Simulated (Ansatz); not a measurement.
# BiTe (Fm-3m): phonons and vibrational spectra

Wanted: phonon frequencies of BiTe (Fm-3m) and what follows from them.

Main program and level: Ansatz 0.2.0; DFT PBEsol, scalar-relativistic, plane waves, PAW; PAW set soft_1.

## (1) The structure

Symmetry: Fm-3m, No. 225, cubic system. Conventional cell: a = 6.470 Å, b = 6.470 Å, c = 6.470 Å, α = 90.00°, β = 90.00°, γ = 90.00°. Nearest to Bi lie 6 Te at 3.23 Å. Nearest to Te lie 6 Bi at 3.23 Å. Farther neighbours and most contacts between anions are not listed.

## (2) Bringing the structure to rest

The cell and atoms are relaxed, since residual forces and stress would shift the frequencies.

The input, input.yaml:

```yaml
crystal:
  lattice:
    - [0.0, 3.235, 3.235]
    - [3.235, 0.0, 3.235]
    - [3.235, 3.235, 0.0]
  atoms:
    - { symbol: Bi, position: [0.0, 0.0, 0.0] }
    - { symbol: Te, position: [0.5, 0.5, 0.5] }
kpoints:
  mp_grid: { grid: [12, 12, 12] }
hamiltonian:
  xc: pbesol
  pseudopotentials: { kind: paw, azcp: { folder: soft_1 }, xc_functional: pbe }
scf:
  occupations: { method: gaussian, width: 0.1 }
output:
  forces: true
  stress: true
  eigenvalues: true
relax:
  adjacent_minimum: "off"
  f_tol: 0.005
  max_steps: 80
  cell: { stress_tol: 0.05 }
```

Started as:

```sh
$ ansatz run input.yaml --threads 4 --pin off --max-ram 10240MiB --backend cpu --events-out ev --progress --plain --runs-dir out
```

Numbers of over 12 decimals in the logs are rounded to 6 here.

The log of the run:

```text
Engine: ansatz 0.2.0, aarch64-unknown-linux-gnu
Pseudopotentials: kind: paw
Pseudopotential: Bi, paw, valence charge 15, recommended cutoff 420 eV (normal), soft_1/Bi.paw.azcp
Pseudopotential: Te, paw, valence charge 16, recommended cutoff 420 eV (normal), soft_1/Te.paw.azcp
Functional definition: PBEsol
  exchange = pbesol_x
  correlation = pbesol_c
Crystal: 2 atoms, lattice volume = 67.710 Å³
Basis set: ecut = 420 eV, 1363 PW (Γ), exchange–correlation on 64×64×64 points (8 copies of the dense FFT grid, shifted against one another)
Bands: 20, of which v1, the nominal top of the filled ones, is band 16 counted from 1 (15 counted from 0)
Symmetry: 48 space group operations
Space group: Fm-3m (ITA 225), of the structure as read, at distance tolerance 4.1e-5 Å
k-points: 72 of 1728
Non-local potential: Bi, projectors of the file, l = 0: 2, l = 1: 2, l = 2: 2, l = 3: 1
Non-local potential: Te, projectors of the file, l = 0: 2, l = 1: 2, l = 2: 2, l = 3: 1
PAW form: soft (Blöchl's): semilocal exchange-correlation on the pseudo side does not see the compensation charge
PAW frozen core: Bi, regenerated for the run's functional, and the local potential with it (the file was generated under x = pbe(κ = 0.804, μ = 0.219515), c = pbe(β = 0.066725))
PAW frozen core: Te, regenerated for the run's functional, and the local potential with it (the file was generated under x = pbe(κ = 0.804, μ = 0.219515), c = pbe(β = 0.066725))
PAW one-centre angular grid: Bi, 590 points (default); XC on 64 Gauss nodes
PAW one-centre angular grid: Te, 590 points (default); XC on 64 Gauss nodes
Initial density: superposition of atomic densities (chi_scale 0.1, normalization cell, long waves kept (reshape's long-wave potential 0.00 eV rms))
Initial wavefunctions: pseudopotential atomic-orbital guess
Functional: x = pbesol(κ = 0.804, μ = 0.123457), c = pbesol(β = 0.046)
SCF iter   1: F=—  HF=-19146.227090 eV  |F-HF|=—  |Δ(HF+E_count)|=         —  Δρ=9.33e-3  dr2=5.94e-2  ethr=3.10e-3  ⟨swp⟩=7.2  Hψ=7941  notcnv=0
preconditioner: auto → Kerker (q_TF=auto, 2.395 Å⁻¹)  [metal: Δε(μ)=0.058 eV  Ē_g=9.451 eV  σ=0.100 eV  W_gap=0.31  n_scr=14 (ndim 8)  ℏωp=15.0 eV  f_vac=0.001  D(μ)=1.34/eV (n_scr^D=8)]
SCF iter   2: F=—  HF=-19146.220729 eV  |F-HF|=—  |Δ(HF+E_count)|=   6.36e-3  Δρ=6.14e-3  dr2=2.70e-2  ethr=1.92e-4  ⟨swp⟩=1.1  Hψ=2037  notcnv=0  defer=3
SCF iter   3: F=—  HF=-19146.217361 eV  |F-HF|=—  |Δ(HF+E_count)|=   3.37e-3  Δρ=7.44e-4  dr2=2.97e-4  ethr=8.71e-5  ⟨swp⟩=3.0  Hψ=2579  notcnv=0  defer=4
SCF iter   4: F=—  HF=-19146.217445 eV  |F-HF|=—  |Δ(HF+E_count)|=   8.39e-5  Δρ=2.67e-4  dr2=5.76e-5  ethr=9.57e-7  ⟨swp⟩=2.2  Hψ=2275  notcnv=0  defer=4
SCF iter   5: F=—  HF=-19146.217473 eV  |F-HF|=—  |Δ(HF+E_count)|=   2.88e-5  Δρ=1.10e-4  dr2=1.45e-5  ethr=1.86e-7  ⟨swp⟩=2.5  Hψ=2063  notcnv=0  defer=4
SCF iter   6: F=—  HF=-19146.217483 eV  |F-HF|=—  |Δ(HF+E_count)|=   9.55e-6  Δρ=3.19e-5  dr2=1.30e-6  ethr=4.69e-8  ⟨swp⟩=2.0  Hψ=1643  notcnv=0  defer=4
SCF iter   7: F=-19146.217483 eV  HF=-19146.217483 eV  |F-HF|=8.41e-9  |Δ(HF+E_count)|=   3.29e-7  Δρ=5.15e-6  dr2=2.32e-8  ethr=3.23e-10  ⟨swp⟩=7.4  Hψ=8009  notcnv=0
SCF 1 converged in 7 iterations: F = -19146.217483 eV  dr2 = 2.32e-8
  greatest PAW one-centre occupation: 0.998 electrons in one spin orbital (limit 2), on the Te atom at site 1 (counted from 0), in its partial waves of l = 2
relax step   1: F+E_penalty+E_count = -19146.21748333 eV  Δ(F+E_penalty+E_count) = +0.000e0 eV  max|allowed force component| = 2.025e-29 eV/Å  Δτ_max = 0.0000 Å  P = -1.742 GPa  Ω = 67.710 Å³  (7 SCF iters, dr2 threshold 1.00e-7 eV, accepted)
Crystal: 2 atoms, lattice volume = 64.240 Å³
Basis set: ecut = 420 eV, 1243 PW (Γ), exchange–correlation on 64×64×64 points (8 copies of the dense FFT grid, shifted against one another)
Initial density: handed on by an earlier stage of this run
Initial wavefunctions: those handed on with the density
iter 1 solved again at ethr=5.12e-6 eV; its pass at ethr=3.10e-3 eV (dr2=1.59e-3 eV) is discarded
SCF iter   1: F=—  HF=-19146.227887 eV  |F-HF|=—  |Δ(HF+E_count)|=         —  Δρ=1.06e-3  dr2=1.50e-3  ethr=5.12e-6  ⟨swp⟩=2.4  Hψ=10267  notcnv=0
preconditioner: auto → Kerker (q_TF=auto, 2.416 Å⁻¹)  [metal: Δε(μ)=0.038 eV  Ē_g=9.680 eV  σ=0.100 eV  W_gap=0.21  n_scr=14 (ndim 8)  ℏωp=15.4 eV  f_vac=0.002  D(μ)=1.08/eV (n_scr^D=8)]
SCF iter   2: F=—  HF=-19146.227700 eV  |F-HF|=—  |Δ(HF+E_count)|=   1.87e-4  Δρ=7.04e-4  dr2=6.64e-4  ethr=4.85e-6  ⟨swp⟩=1.1  Hψ=1444  notcnv=0
SCF iter   3: F=—  HF=-19146.227554 eV  |F-HF|=—  |Δ(HF+E_count)|=   1.45e-4  Δρ=1.76e-4  dr2=4.29e-5  ethr=2.14e-6  ⟨swp⟩=2.0  Hψ=1697  notcnv=0
SCF iter   4: F=—  HF=-19146.227547 eV  |F-HF|=—  |Δ(HF+E_count)|=   7.28e-6  Δρ=4.26e-5  dr2=1.55e-6  ethr=1.38e-7  ⟨swp⟩=2.0  Hψ=1892  notcnv=0
SCF iter   5: F=-19146.227549 eV  HF=-19146.227548 eV  |F-HF|=1.59e-7  |Δ(HF+E_count)|=   1.23e-6  Δρ=1.61e-5  dr2=1.90e-7  ethr=6.45e-10  ⟨swp⟩=7.7  Hψ=7673  notcnv=0
SCF 2 converged in 5 iterations: F = -19146.227549 eV  dr2 = 1.90e-7
relax step   2: F+E_penalty+E_count = -19146.22754854 eV  Δ(F+E_penalty+E_count) = -1.007e-2 eV  max|allowed force component| = 6.903e-30 eV/Å  Δτ_max = 0.0000 Å  P = +0.993 GPa  Ω = 64.240 Å³  energy of the carried Pulay correction = +4.464e-4 eV  (5 SCF iters, dr2 threshold 2.00e-7 eV, accepted)
Crystal: 2 atoms, lattice volume = 65.458 Å³
iter 1 solved again at ethr=8.36e-7 eV; its pass at ethr=3.10e-3 eV (dr2=2.59e-4 eV) is discarded
SCF iter   1: F=—  HF=-19146.230884 eV  |F-HF|=—  |Δ(HF+E_count)|=         —  Δρ=3.79e-4  dr2=1.96e-4  ethr=8.36e-7  ⟨swp⟩=3.0  Hψ=9877  notcnv=0
preconditioner: auto → Kerker (q_TF=auto, 2.409 Å⁻¹)  [metal: Δε(μ)=0.054 eV  Ē_g=9.597 eV  σ=0.100 eV  W_gap=0.30  n_scr=14 (ndim 8)  ℏωp=15.2 eV  f_vac=0.005  D(μ)=1.16/eV (n_scr^D=8)]
SCF iter   2: F=—  HF=-19146.230866 eV  |F-HF|=—  |Δ(HF+E_count)|=   1.79e-5  Δρ=2.53e-4  dr2=8.72e-5  ethr=6.32e-7  ⟨swp⟩=1.0  Hψ=1442  notcnv=0
SCF iter   3: F=—  HF=-19146.230848 eV  |F-HF|=—  |Δ(HF+E_count)|=   1.84e-5  Δρ=6.36e-5  dr2=5.77e-6  ethr=2.81e-7  ⟨swp⟩=1.9  Hψ=1705  notcnv=0
SCF iter   4: F=—  HF=-19146.230848 eV  |F-HF|=—  |Δ(HF+E_count)|=   7.33e-8  Δρ=1.65e-5  dr2=2.43e-7  ethr=1.86e-8  ⟨swp⟩=2.0  Hψ=1836  notcnv=0
SCF iter   5: F=-19146.230848 eV  HF=-19146.230848 eV  |F-HF|=2.63e-8  |Δ(HF+E_count)|=   1.76e-7  Δρ=6.71e-6  dr2=3.50e-8  ethr=6.45e-10  ⟨swp⟩=6.6  Hψ=6804  notcnv=0
SCF 3 converged in 5 iterations: F = -19146.230848 eV  dr2 = 3.50e-8
relax step   3: F+E_penalty+E_count = -19146.23084784 eV  Δ(F+E_penalty+E_count) = -3.299e-3 eV  max|allowed force component| = 1.341e-29 eV/Å  Δτ_max = 0.0000 Å  P = -0.063 GPa  Ω = 65.458 Å³  energy of the carried Pulay correction = +2.853e-4 eV  (5 SCF iters, dr2 threshold 2.00e-7 eV, accepted)
[...]
relax step   4: F+E_penalty+E_count = -19146.23087262 eV  Δ(F+E_penalty+E_count) = -2.477e-5 eV  max|allowed force component| = 4.865e-30 eV/Å  Δτ_max = 0.0000 Å  P = -0.002 GPa  Ω = 65.383 Å³  energy of the carried Pulay correction = +2.950e-4 eV  (4 SCF iters, dr2 threshold 9.96e-9 eV, accepted)
Initial wavefunctions: pseudopotential atomic-orbital guess (no wavefunctions were taken with the density)
iter 1 solved again at ethr=1.57e-7 eV; its pass at ethr=3.10e-3 eV (dr2=4.86e-5 eV) is discarded
SCF iter   1: F=—  HF=-19146.230574 eV  |F-HF|=—  |Δ(HF+E_count)|=         —  Δρ=2.90e-5  dr2=1.02e-7  ethr=1.57e-7  ⟨swp⟩=3.4  Hψ=12178  notcnv=0
SCF iter   2: F=—  HF=-19146.230577 eV  |F-HF|=—  |Δ(HF+E_count)|=   3.58e-6  Δρ=1.53e-5  dr2=2.67e-8  ethr=3.28e-10  ⟨swp⟩=2.0  Hψ=2585  notcnv=0
SCF iter   3: F=—  HF=-19146.230577 eV  |F-HF|=—  |Δ(HF+E_count)|=   2.86e-8  Δρ=1.92e-6  dr2=7.29e-10  ethr=8.62e-11  ⟨swp⟩=2.0  Hψ=2565  notcnv=0
SCF iter   4: F=—  HF=-19146.230577 eV  |F-HF|=—  |Δ(HF+E_count)|=  4.87e-10  Δρ=2.95e-7  dr2=5.57e-11  ethr=2.35e-12  ⟨swp⟩=2.0  Hψ=2587  notcnv=0
SCF iter   5: F=-19146.230577 eV  HF=-19146.230577 eV  |F-HF|=3.64e-12  |Δ(HF+E_count)|=  1.09e-11  Δρ=9.71e-8  dr2=9.39e-12  ethr=1.00e-12  ⟨swp⟩=7.8  Hψ=7841  notcnv=0
SCF 5 converged in 5 iterations: F = -19146.230577 eV  dr2 = 9.39e-12
relax step   5: F+E_penalty+E_count = -19146.23057712 eV  Δ(F+E_penalty+E_count) = +2.955e-4 eV  max|allowed force component| = 1.210e-29 eV/Å  Δτ_max = 0.0000 Å  P = -0.003 GPa  Ω = 65.383 Å³  stress off target by 2.55e-3 GPa  SCF on the basis re-selected at this cell (its energy is not comparable with the rows above)  (5 SCF iters)
basis re-selected at this cell: Δ(F+E_penalty+E_count) = +2.955e-4 eV, ΔP = -0.000 GPa vs the last step (what re-selecting the basis moved, of the pressure what is left beyond the Pulay correction that the steps carried, after the strain that the cell walked since its last selection, with what the two solves' SCF thresholds leave and, on support functions, any second-order correction that the steps lacked; it is no m [...]
SCF converged after 5 iterations
Free energy (F): -19146.230577 eV
Harris-Foulkes:  -19146.230577 eV  (|F-HF|=3.64e-12)
Internal energy: -19146.224842 eV  (E = F + TS)
E sigma→0 (E₀):  -19146.227710 eV
Entropy (-TS):   -0.005735 eV (-2.867 meV/atom)
Fermi energy:    10.191709 eV
--- Per-component energies (eV) ---
  E_band       = -352.445032
  E_kinetic    = 425.943307
  E_local      = -2876.389411  (includes V_loc(G=0)·N_el)
  E_nonlocal   = 478.074827
  E_hartree    = 1270.968665
  E_xc         = -272.672095
  E_vxc        = -233.658557  (∫ρ·V_xc dr)
  E_paw        = -15100.866819  (= ΣΔE_a)
  E_vpaw       = -688.352770  (= ΣTr[D̂ρ^β])
  E_aug_tail   = 0.000293  (compensation charges beyond the density's cutoff)
  E_ewald      = -3071.748215
  E_core_change = 0.464606  (= ΣΔE_core)
  E_smearing   = -0.005735  (= −TS)
  E_closure    = 0.000000  (closes the sum)
  Σ components = -19146.230577   (vs F -19146.230577, Δ=0.00e0)
--- Forces (eV/Å), atoms counted from 1 ---
  atom   1  Bi    -0.00000000     0.00000000    -0.00000000
  atom   2  Te     0.00000000    -0.00000000     0.00000000
  max |Σ_I F_I| component: 2.21e-29 eV/Å
--- Stress (GPa, compression-positive) ---
       -0.002545      -0.000000      -0.000000
       -0.000000      -0.002545      -0.000000
       -0.000000      -0.000000      -0.002545
  P = ⅓ Tr σ = -0.0025 GPa (-0.025 kbar)
--- Band table (eV; the first three rows and the last of 72) ---
  k-point 0: bands = [... 12 lower, 7.5823, 7.5823, 7.5823, 12.4345, 12.4345, 12.4345, 14.8131, 14.8131]
  k-point 1: bands = [... 12 lower, 7.6025, 7.6025, 7.6585, 12.1031, 12.1643, 12.1643, 14.6846, 14.9437]
  k-point 2: bands = [... 12 lower, 7.6665, 7.6665, 7.8432, 11.4086, 11.5507, 11.5507, 14.6430, 15.3216]
  k-point 71: bands = [... 12 lower, 5.0169, 5.0169, 8.6145, 9.9414, 14.2455, 14.2455, 15.3741, 15.3741]
--- Relaxed structure (4 steps of the walk, 4 accepted, 1 SCFs on fresh bases) ---
  F+E_penalty+E_count = -19146.23057712 eV   max|allowed force component| = 1.210e-29 eV/Å   (the final SCF, on the basis selected at the relaxed cell)
  cell:  # Å, volume = 65.3835 Å³
    - [0, 3.197516, 3.197516]
    - [3.197516, 0, 3.197516]
    - [3.197516, 3.197516, 0]
  atoms:
    - { symbol: Bi, position: [0, 0, 0] }
    - { symbol: Te, position: [0.5, 0.5, 0.5] }
```

Wall time 7.5 s (4 threads of Arm Neoverse V1, shared host); peak memory 0.42 GiB.

The steps of the relaxation:

| step | energy less that of the first step (eV) | largest force component (eV/Å) | pressure (GPa) | volume (Å³) |
| --- | --- | --- | --- | --- |
| 1 | 0.0000 | 0.0000 | -1.74 | 67.71 |
| 2 | -0.0101 | 0.0000 | 0.99 | 64.24 |
| 3 | -0.0134 | 0.0000 | -0.06 | 65.46 |
| 4 | -0.0134 | 0.0000 | 0.00 | 65.38 |
| 5* | -0.0131 | 0.0000 | 0.00 | 65.38 |

Relaxation steps marked * repeat the geometry before them on a plane-wave basis chosen anew for their cell, so energy and pressure can jump there.

The run keeps the 48 symmetry operations that it works with, so distortions that break them were not tested.

| conventional cell, symmetrised | before | after | change |
| --- | --- | --- | --- |
| a (Å) | 6.470 | 6.395 | -1.2 % |
| b (Å) | 6.470 | 6.395 | -1.2 % |
| c (Å) | 6.470 | 6.395 | -1.2 % |
| volume (Å³/atom) | 33.86 | 32.69 | -3.4 % |

Final coordinates:

```xyz
2
Lattice="0.0000 3.1975 3.1975 3.1975 0.0000 3.1975 3.1975 3.1975 0.0000" Properties=species:S:1:pos:R:3 pbc="T T T"
Bi    0.0000    0.0000    0.0000
Te    3.1975    3.1975    3.1975
```

Numbers from this step:

```yaml
pressure: -0.002545 GPa
volume_per_atom: 32.69 Å³
gap_on_the_k_mesh: 0 eV
```

In this step the volume went from 33.86 to 32.69 Å³/atom.

## (3) Relaxing to small forces for the phonons

Phonons need a cell at rest on their own settings, so the relaxation is repeated with tight tolerances on forces and stress, using the mesh and the filling of the phonon run that follows.

input.yaml, the sections that differ from step 2:

```yaml
crystal:
  lattice:
    - [0.0, 3.197515905, 3.197515905]
    - [3.197515905, 0.0, 3.197515905]
    - [3.197515905, 3.197515905, 0.0]
  atoms:
    - { symbol: Bi, position: [0.0, 0.0, 0.0] }
    - { symbol: Te, position: [0.5, 0.5, 0.5] }
scf:
  occupations: { method: methfessel_paxton, width: 0.2 }
relax:
  adjacent_minimum: "off"
  f_tol: 0.001
  max_steps: 60
  cell: { stress_tol: 0.01 }
# kpoints, hamiltonian, output: as in step 2
```

The log of the run:

```text
[...]
Crystal: 2 atoms, lattice volume = 65.383 Å³
Basis set: ecut = 420 eV, 1243 PW (Γ), exchange–correlation on 64×64×64 points (8 copies of the dense FFT grid, shifted against one another)
Bands: 20, of which v1, the nominal top of the filled ones, is band 16 counted from 1 (15 counted from 0)
Symmetry: 48 space group operations
[...]
k-points: 72 of 1728
[...]
k-point 71: bands = [... 12 lower, 5.0195, 5.0195, 8.6187, 9.9460, 14.2509, 14.2509, 15.3793, 15.3793]
--- Relaxed structure (2 steps of the walk, 2 accepted, 1 SCFs on fresh bases) ---
[...]
cell:  # Å, volume = 65.3635 Å³
    - [0, 3.197189, 3.197189]
    - [3.197189, 0, 3.197189]
    - [3.197189, 3.197189, 0]
  atoms:
    - { symbol: Bi, position: [0, 0, 0] }
    - { symbol: Te, position: [0.500000, 0.500000, 0.500000] }
[key lines of the parts left out:]
SCF converged after 8 iterations
Free energy (F): -19146.226756 eV
Fermi energy:    10.194783 eV
P = ⅓ Tr σ = 0.0062 GPa (0.062 kbar)
```

Wall time 4.8 s (4 threads); peak memory 0.42 GiB; 18 s of CPU time.

Little changed from the start: no atom moved by 0.005 Å and no cell edge by 0.1 %.

Numbers from this step:

```yaml
pressure: 0.006200 GPa
volume_per_atom: 32.68 Å³
```

The forces vanish by symmetry and the pressure is 0.006 GPa, within the tolerances set. The cell now holds 32.68 Å³/atom.

## (4) Zone-centre response

The zone centre comes first: it holds the modes that light can see, as far as symmetry allows. No field response is asked, since the mesh shows no gap.

input.yaml, the sections that differ from step 3:

```yaml
crystal:
  lattice:
    - [0.0, 3.1971893407, 3.1971893407]
    - [3.1971893407, 0.0, 3.1971893407]
    - [3.1971893407, 3.1971893407, 0.0]
  atoms:
    - { symbol: Bi, position: [0.0, 0.0, 0.0] }
    - { symbol: Te, position: [0.5, 0.5, 0.5] }
output:
  eigenvalues: true
phonons:
  method: dfpt
# kpoints, hamiltonian, scf: as in step 3
# relax: removed
```

The log of the run:

```text
[...]
Crystal: 2 atoms, lattice volume = 65.363 Å³
Basis set: ecut = 420 eV, 1243 PW (Γ), exchange–correlation on 64×64×64 points (8 copies of the dense FFT grid, shifted against one another)
Bands: 20, of which v1, the nominal top of the filled ones, is band 16 counted from 1 (15 counted from 0)
Symmetry: 48 space group operations
k-points: 163 of 1728 (irreducible under 8 space group operations, time reversal used)
[...]
SCF iter   1: F=—  HF=-19146.234614 eV  |F-HF|=—  |Δ(HF+E_count)|=         —  Δρ=9.38e-3  dr2=5.32e-2  ethr=3.10e-3  ⟨swp⟩=6.9  Hψ=17427  notcnv=0
[...]
SCF iter  10: F=-19146.226756 eV  HF=-19146.226756 eV  |F-HF|=3.64e-12  |Δ(HF+E_count)|=  1.09e-11  S|Δr|=    0.00e0  Δρ=5.42e-8  dr2=1.47e-12  ethr=1.00e-12  ⟨swp⟩=9.1  Hψ=19004  notcnv=0
SCF 1 converged in 10 iterations: F = -19146.226756 eV  dr2 = 1.47e-12
[...]
DFPT response loops at Γ: preconditioner auto → Kerker (q_TF=auto, 2.409 Å⁻¹) (partly filled bands, converged f_vac=0.005); β = 1.00, the filter's whole step (`scf.mixing.beta` (0.50) is not read by the response loops under this deck's `scf.mixing.preconditioner`; to damp them name `kerker` or `kerker_dos`, under which they read `scf.mixing.beta`, and type it under 1.00, their step now; both keys bind the ground state too); Broyden in place of MSR1
SCF converged after 10 iterations
[...]
Free energy (F): -19146.226756 eV
[...]
Internal energy: -19146.229288 eV  (E = F + TS)
E sigma→0 (E₀):  -19146.227389 eV
Entropy (-TS):   0.002532 eV (1.266 meV/atom)
Fermi energy:    10.194783 eV
[...]
--- Band table (eV; the first three rows and the last of 163) ---
  k-point 0: bands = [... 12 lower, 7.5859, 7.5859, 7.5859, 12.4397, 12.4397, 12.4397, 14.8173, 14.8173]
  k-point 1: bands = [... 12 lower, 7.6062, 7.6062, 7.6623, 12.1082, 12.1694, 12.1694, 14.6887, 14.9480]
  k-point 2: bands = [... 12 lower, 7.6701, 7.6701, 7.8472, 11.4135, 11.5556, 11.5556, 14.6470, 15.3259]
  k-point 162: bands = [... 12 lower, 5.0195, 5.0195, 8.6187, 9.9460, 14.2509, 14.2509, 15.3793, 15.3793]
--- Phonons (Γ-DFPT): 2 representative perturbations + reference, on 163 of 1728 k-points (Σ response iterations 6) ---
  k mesh reduced under 8 symmetry operations, with k and −k counted as one. Each operation leaves every solved perturbation unchanged. A smaller set is not used because it would not reduce the number of displacements times k-points to solve
  ASR residual: 4.400e-5 → 0.000e0 eV/Å²; symmetrization residual: 2.617e-5 eV/Å²
  ASR residual per site (eV/Å²): 3.69e-6 4.40e-5
  Γ frequencies (cm⁻¹): 0.00 0.00 0.00 98.53 98.53 98.53
  non-analytic LO–TO correction: not included (Born effective charges unavailable; polar crystals: no LO–TO splitting at Γ)
```

Elapsed: 16 s, on 4 threads; peak memory 0.85 GiB; 59 s of CPU time.

In the SCF lines HF is the Harris–Foulkes energy and dr2 the Hartree energy of the density residual, in eV; the loop may stop once dr2 is under the threshold and the program's other checks hold. Hψ counts applications of the Hamiltonian.

This step gave:

- sum-rule residual before enforcement: 4.40e-5 eV/Å²
- point group: m-3m
- highest optical mode at the zone centre (no LO-TO term): 98.53 cm⁻¹
- lowest optical zone-centre mode: 98.53 cm⁻¹

Patterns of degenerate modes are one choice out of their space. Modes at Γ, with each element's share of the kinetic energy:

| mode | frequency (cm⁻¹) | symmetry | Bi % | Te % |
| --- | --- | --- | --- | --- |
| 1 | 0.0 | acoustic | 62 | 38 |
| 2 | 0.0 | acoustic | 62 | 38 |
| 3 | 0.0 | acoustic | 62 | 38 |
| 4 | 98.5 | T1u | 38 | 62 |
| 5 | 98.5 | T1u | 38 | 62 |
| 6 | 98.5 | T1u | 38 | 62 |

Displacements in mode 4 (98.5 cm⁻¹), the largest set to 1:
```
Bi1  0.00  0.00 -0.61
Te2  0.00  0.00  1.00
```

Before it was imposed, the acoustic sum rule was missed by 4.4e-5 eV/Å². Small misses are needed for a sound result but don't prove that mesh and cutoff are converged. The lowest optical mode is real, 98.5 cm⁻¹.

(Part 1 of 2 ends here.)

[Logs are printed without paths, hosts, clocks, repeated set-up lines and the standing remarks that a program may print on its own settings, such as how far it seeks lower states.]

[Hosts, paths, dates, database ids (printed as entryN), source tags and the programs' standing remarks are cut or masked in the printed files.]
